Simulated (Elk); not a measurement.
# Collinear magnetic orders of Nickel with Elk

Aim: find out whether Nickel carries moments, and which collinear order costs least.

Calculated with Elk 11.2.3 (patched build); PBE; all-electron APW+lo, Dirac cores, scalar-relativistic bands.

### 1. Set-up

Symmetry: Fm-3m, No. 225, cubic system. Conventional cell: a = 3.524 Å, b = 3.524 Å, c = 3.524 Å, α = 90.00°, β = 90.00°, γ = 90.00°. Ni has 12 Ni at 2.49 Å nearest.

### 2. Run 1 (ferro +)

Parallel moments need no larger cell; this start tests for a ferromagnetic state only.

Moments are seeded by fields in the spheres (the last three columns under atoms), set against the wanted direction and reduced each loop.

Contents of elk.in:

```
tasks
  0

xctype
  20

rgkmax
  7.0

nempty
  12

swidth
  0.001837

reducebf
  0.5

epsengy
  1e-05

maxscl
  100

lmaxi
  3

spinpol
  .true.

sppath
  './'

avec
  0.00000000000 3.32957459939 3.32957459939
  3.32957459939 0.00000000000 3.32957459939
  3.32957459939 3.32957459939 0.00000000000

atoms
  1
  'Ni.in'
  1
  0.0000000000 0.0000000000 0.0000000000   0.000000 0.000000 -0.050000

ngridk
  16 16 16
```

The run is started by

```sh
> OMP_NUM_THREADS=2 elk
```

Numbers of over 12 decimals in the logs are rounded to 6 here.

What it wrote:

```text
Warning(gndstate): core states of species 1 leak from the muffin-tin :   0.4056360502E-03

--- INFO.OUT ---
┌─────────────────────────┐
│ Elk code version 11.2.3 │
└─────────────────────────┘

All units are atomic (Hartree, Bohr, etc.)

┌─────────────────────────────────────────────────┐
│ Ground-state run starting from atomic densities │
└─────────────────────────────────────────────────┘

Lattice vectors :
   0.000000000       3.329574599       3.329574599
   3.329574599       0.000000000       3.329574599
   3.329574599       3.329574599       0.000000000

Reciprocal lattice vectors :
 -0.9435417528      0.9435417528      0.9435417528
  0.9435417528     -0.9435417528      0.9435417528
  0.9435417528      0.9435417528     -0.9435417528

Unit cell volume      :    73.82377427
Brillouin zone volume :    3.360031587

Muffin-tin inner radius fraction :   0.1000000000E-01

Nuclei treated as point charges

Species : 1 (Ni)
 parameters loaded from : Ni.in
 name : nickel
 nuclear charge    :   -28.00000000
 electronic charge :    28.00000000
 atomic mass :    106991.5231
 muffin-tin radius :    2.329364778
 number of radial points in muffin-tin :    993
 inner part over the whole radius :   0.9875265472E-02
 number on inner part of muffin-tin    :    700
 approximate nuclear radius :   0.7325707712E-04
 number of mesh points to nuclear radius :    335
 atomic positions (lattice), magnetic fields (Cartesian) :
  1 :   0.00000000  0.00000000  0.00000000    0.00000000  0.00000000 -0.05000000

Total number of atoms per unit cell :    1
Total muffin-tin volume :    52.94209487
 ratio of muffin-tin to unit cell volume :   0.7171415360

Spin treatment :
 spin-polarised
 global magnetic field (Cartesian) :    0.000000000       0.000000000       0.000000000
 collinear magnetisation in z-direction

Number of Bravais lattice symmetries :   48
Number of crystal symmetries         :   48
Crystal has inversion symmetry
Real symmetric eigensolver will be used

k-point grid :     16    16    16
k-point offset :    0.000000000       0.000000000       0.000000000
k-point set is reduced with full crystal symmetry group
Total number of k-points :      145

Muffin-tin radius times maximum |G+k| :    7.000000000
 using average radius
Maximum |G+k| for APW functions       :    3.005111122
Maximum (1/2)|G+k|²                   :    4.515346427
Maximum |G| for potential and density :    12.00000000
Constant for pseudocharge density :    7
 order of it for each species :   14
 order of it for pair densities of each species (exact exchange by exxq0 0: 14) :   10
Radial integration step length :    1

G-vector grid sizes :     18    18    18
Number of G-vectors :     2109

Maximum angular momentum used for
 APW functions            :    8
 outer part of muffin-tin :    6
 inner part of muffin-tin :    3

Total nuclear charge    :   -28.00000000
Total core charge       :    12.00000000
Total valence charge    :    16.00000000
Total excess charge     :    0.000000000
Total electronic charge :    28.00000000

Effective Wigner radius, rₛ :   0.8570046955

Number of empty states         :     12
Total number of valence states :     42
Total number of core states    :     12

Third-order local-orbitals added for an l without core states : T
Total number of local-orbitals :     22

Exchange-correlation functional :     20     0     0
 Perdew-Burke-Ernzerhof, Phys. Rev. Lett. 77, 3865 (1996)
 gradient requirement :    1
 generalised gradient approximation (GGA)

Smearing type :    3
 Fermi-Dirac
Smearing width :   0.1837000000E-02
Effective electronic temperature (K) :    580.0787206

Mixing type :    3
 Broyden mixing, J. Phys. A: Math. Gen. 17, L317 (1984)

Kohn-Sham potential initialised from atomic data

┌──────────────────────────────┐
│ Self-consistent loop started │
└──────────────────────────────┘

┌─────────────────┐
│ Loop number : 1 │
└─────────────────┘

Energies :
 Fermi                       :     0.196425
 sum of occupied eigenvalues :     -876.89870635785
 electron kinetic            :      1544.1062264574
 core electron kinetic       :      1386.5698500265
 Coulomb                     :     -3001.5253691122
 Coulomb potential           :     -2336.8879456069
 nuclear-nuclear             :     -269.89422819822
 electron-nuclear            :     -3137.2132800242
 Hartree                     :      405.58213911022
 Madelung                    :     -1833.0813963087
 xc potential                :     -84.037798057802
 xc effective B-field        :    -0.37232220433243E-01
 external B-field            :      0.000000
 exchange                    :     -62.174462250322
 correlation                 :     -1.340053
 electron entropic           :    -0.39883094183898E-03
 total energy                :     -1520.9340562677
 (external B-field energy excluded from total)

Density of states at Fermi energy :    36.42132302
 (states/Hartree/unit cell)

Estimated indirect band gap :   0.4611964808E-03
 from k-point 88 to k-point 119
Estimated direct band gap   :   0.8608458103E-02
 at k-point 98

Charges :
 core                        :    12.00000000
 valence                     :    16.00000000
 interstitial                :   0.8257991890
 muffin-tins (core leakage)
  species : 1 (Ni)
   atom 1                    :    27.17420081     (  0.4075328394E-03)
 total in muffin-tins        :    27.17420081
 total calculated charge     :    27.99904733
 total charge                :    28.00000000
 error                       :   0.9526696398E-03

Moments :
 interstitial                :  -0.5169035111E-01
 muffin-tins
  species : 1 (Ni)
   atom 1                    :    1.208128396
 total in muffin-tins        :    1.208128396
 total moment                :    1.156438045

┌─────────────────┐
│ Loop number : 2 │
└─────────────────┘

Energies :
 Fermi                       :     0.196903
 sum of occupied eigenvalues :     -876.88354663190
 electron kinetic            :      1541.8145529791
 core electron kinetic       :      1385.4114687090
 Coulomb                     :     -3001.5698823733
 Coulomb potential           :     -2336.8601425868
 nuclear-nuclear             :     -269.89422819822
 electron-nuclear            :     -3137.3305947460
 Hartree                     :      405.65494057094
 Madelung                    :     -1833.1398110799
 xc potential                :     -81.784500635491
 xc effective B-field        :    -0.36983284424295E-01
 external B-field            :      0.000000
 exchange                    :     -62.178763926344
 correlation                 :     -1.340059
 electron entropic           :    -0.39881447687710E-03
 total energy                :     -1523.2745515685
 (external B-field energy excluded from total)

Density of states at Fermi energy :    36.45297885
 (states/Hartree/unit cell)

Estimated indirect band gap :   0.4652900666E-03
 from k-point 88 to k-point 119
Estimated direct band gap   :   0.1474830730E-02
 at k-point 109

Charges :
 core                        :    12.00000000
 valence                     :    16.00000000
 interstitial                :   0.8245018297
 muffin-tins (core leakage)
  species : 1 (Ni)
   atom 1                    :    27.17549817     (  0.4072768967E-03)
 total in muffin-tins        :    27.17549817
 total calculated charge     :    27.99904776
 total charge                :    28.00000000
 error                       :   0.9522351120E-03

Moments :
 interstitial                :  -0.5174658760E-01
 muffin-tins
  species : 1 (Ni)
   atom 1                    :    1.203523799
 total in muffin-tins        :    1.203523799
 total moment                :    1.151777211

RMS change in Kohn-Sham potential (target) :    6.418250172     (  0.1000000000E-05)
Absolute change in total energy (target)   :    2.340495301     (  0.1000000000E-04)

[... loops 3 to 17 left out ...]

┌──────────────────┐
│ Loop number : 18 │
└──────────────────┘

Energies :
 Fermi                       :     0.279006
 sum of occupied eigenvalues :     -873.58402568998
 electron kinetic            :      1545.0816329844
 core electron kinetic       :      1386.5845307562
 Coulomb                     :     -3002.3078182516
 Coulomb potential           :     -2336.0402236233
 nuclear-nuclear             :     -269.89422819822
 electron-nuclear            :     -3139.6901575351
 Hartree                     :      407.27656748169
 Madelung                    :     -1834.2877064400
 xc potential                :     -82.615400791824
 xc effective B-field        :    -0.10034245774427E-01
 external B-field            :      0.000000
 exchange                    :     -62.261621230800
 correlation                 :     -1.340450
 electron entropic           :    -0.52503983307173E-03
 total energy                :     -1520.8287817568
 (external B-field energy excluded from total)

Density of states at Fermi energy :    46.73747945
 (states/Hartree/unit cell)

Estimated indirect band gap :   0.1799163796E-03
 from k-point 71 to k-point 41
Estimated direct band gap   :   0.1061344005E-02
 at k-point 71

Charges :
 core                        :    12.00000000
 valence                     :    16.00000000
 interstitial                :   0.7798741576
 muffin-tins (core leakage)
  species : 1 (Ni)
   atom 1                    :    27.22012584     (  0.4056360680E-03)
 total in muffin-tins        :    27.22012584
 total calculated charge     :    27.99906815
 total charge                :    28.00000000
 error                       :   0.9318466090E-03

Moments :
 interstitial                :  -0.2493660919E-01
 muffin-tins
  species : 1 (Ni)
   atom 1                    :   0.6302727921
 total in muffin-tins        :   0.6302727921
 total moment                :   0.6053361829

RMS change in Kohn-Sham potential (target) :   0.1884498942E-06 (  0.1000000000E-05)
Absolute change in total energy (target)   :   0.5031143246E-05 (  0.1000000000E-04)

Convergence targets achieved

┌──────────────────┐
│ Loop number : 19 │
└──────────────────┘

Energies :
 Fermi                       :     0.279007
 sum of occupied eigenvalues :     -873.58402668645
 electron kinetic            :      1545.0816335529
 core electron kinetic       :      1386.5845311631
 Coulomb                     :     -3002.3078190568
 Coulomb potential           :     -2336.0402236512
 nuclear-nuclear             :     -269.89422819822
 electron-nuclear            :     -3139.6901589719
 Hartree                     :      407.27656811339
 Madelung                    :     -1834.2877072312
 xc potential                :     -82.615402190826
 xc effective B-field        :    -0.10034404518163E-01
 external B-field            :      0.000000
 exchange                    :     -62.261621362414
 correlation                 :     -1.340450
 electron entropic           :    -0.52504207831143E-03
 total energy                :     -1520.8287821211
 (external B-field energy excluded from total)

Density of states at Fermi energy :    46.73767465
 (states/Hartree/unit cell)

Estimated indirect band gap :   0.1798659920E-03
 from k-point 71 to k-point 41
Estimated direct band gap   :   0.1061197941E-02
 at k-point 71

Charges :
 core                        :    12.00000000
 valence                     :    16.00000000
 interstitial                :   0.7798741660
 muffin-tins (core leakage)
  species : 1 (Ni)
   atom 1                    :    27.22012583     (  0.4056360502E-03)
 total in muffin-tins        :    27.22012583
 total calculated charge     :    27.99906815
 total charge                :    28.00000000
 error                       :   0.9318467205E-03

Moments :
 interstitial                :  -0.2493752171E-01
 muffin-tins
  species : 1 (Ni)
   atom 1                    :   0.6302767594
 total in muffin-tins        :   0.6302767594
 total moment                :   0.6053392377

┌──────────────────────────────┐
│ Self-consistent loop stopped │
└──────────────────────────────┘

Warning : core states of species 1 leak from the muffin-tin :   0.4056360502E-03

Wrote STATE.OUT
```

Wall time 31 s (2 threads of AMD EPYC 9R14 (Zen 4), shared host); peak memory 0.09 GiB.

Numbers from this step:

- density of states at the Fermi level: 1.718 states/eV/cell
- moment between the spheres: -0.02494 μB
- magnetization: 0.6053 μB
- final state: ferromagnetic
- largest moment: 0.6303 μB

After 19 cycles the largest moment stands at 0.630 μB.

[end of part 1 of 2]

[Logs and program files are shortened in this print: banners, set-up blocks, solver, clock and traceback lines can be left out without a mark of their own.]

[Logs are printed without paths, hosts, clocks, repeated set-up lines and the standing remarks that a program may print on its own settings, such as how far it seeks lower states.]

[Hosts, paths, dates, database ids (printed as entryN), source tags and the programs' standing remarks are cut or masked in the printed files.]

[Where a cell is said to come from a database of computed structures, the database is the Materials Project.]
